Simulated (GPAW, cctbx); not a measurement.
# By hand: from a DFT structure factor to an extinction distance in SnGeSe4

SnGeSe4, I-4 (no. 82), a = 6.2059 Å, b = 6.2059 Å, c = 9.9563 Å, α = 90.00°, β = 90.00°, γ = 90.00°.

| atom | mult. | x | y | z |
| --- | --- | --- | --- | --- |
| Sn1 | 2 | 1/2 | 1/2 | 0 |
| Se1 | 8 | 0.7597 | 0.2703 | 0.3719 |
| Ge1 | 2 | 0 | 1/2 | 1/4 |

The start was made by putting kin elements into a known structure type; the compound need not exist, or be stable, in this form.

A DFT run (GPAW, PBE, 450 eV, 4×4×4 k-points, Fermi–Dirac width 0.05 eV) gives the static X-ray structure factor of 020 as 86.333 e for the conventional cell; superposed free atoms give 85.442 e. **Problem.** Find the Fourier component V of the crystal potential and the two-beam extinction distance at 120 kV in both cases.

**1. Geometry**

The cell volume is Ω = 383.45 Å³ and d(020) = 3.1029 Å, so g = 1/d = 0.3223 Å⁻¹.

**2. The nuclei**

Electrons feel nuclei as well as electrons, so the nuclear charges are summed with the same phases.

Phase sums Σ exp(2πi h·x), turned so that the total is real and positive: Sn -2.000, Se +7.841, Ge -2.000. Then F_Z = 50 × (-2.000) + 34 × (+7.841) + 32 × (-2.000) = 102.60 e. The electron term has the same sign for this reflection.

**3. Mott–Bethe**

Poisson's equation, term by term, gives V = (e/4πε₀)(F_Z − F)/(πΩg²), with e/4πε₀ = 14.3996 V Å.

The prefactor is 14.3996 × 3.1029²/(π × 383.45) = 0.11509 V per electron. Free atoms: (102.60 − 85.442) × 0.11509 = 1.975 V. Crystal: (102.60 − 86.333) × 0.11509 = 1.872 V. F changes by +1.04 % and V by -5.2 %: the same 0.89 e is measured against F_Z − F = 17.2 e in place of F = 85.4 e.

**4. Extinction distance**

In the two-beam case ξ = 1/(λU) with U = 2γm₀eV/h², that is ξ = 150.41 V Å²/(γλV).

At 120 kV, λ = 0.03349 Å and γ = 1.2348. Free atoms: ξ = 1842 Å. Crystal: ξ = 1943 Å. The thickness fringes go as sin²(πt/ξ), so the two patterns slip by a quarter of a period when t|1/ξ₁ − 1/ξ₀| = 1/4, at t ≈ 887 nm, thicker than usual samples. Thermal motion, absorption and many-beam coupling, left out here, change a real pattern.

**5. Answer**

V(020) is 1.87 V against 1.97 V, and ξ is 1943 against 1842 Å. Limits: static atoms, two beams.
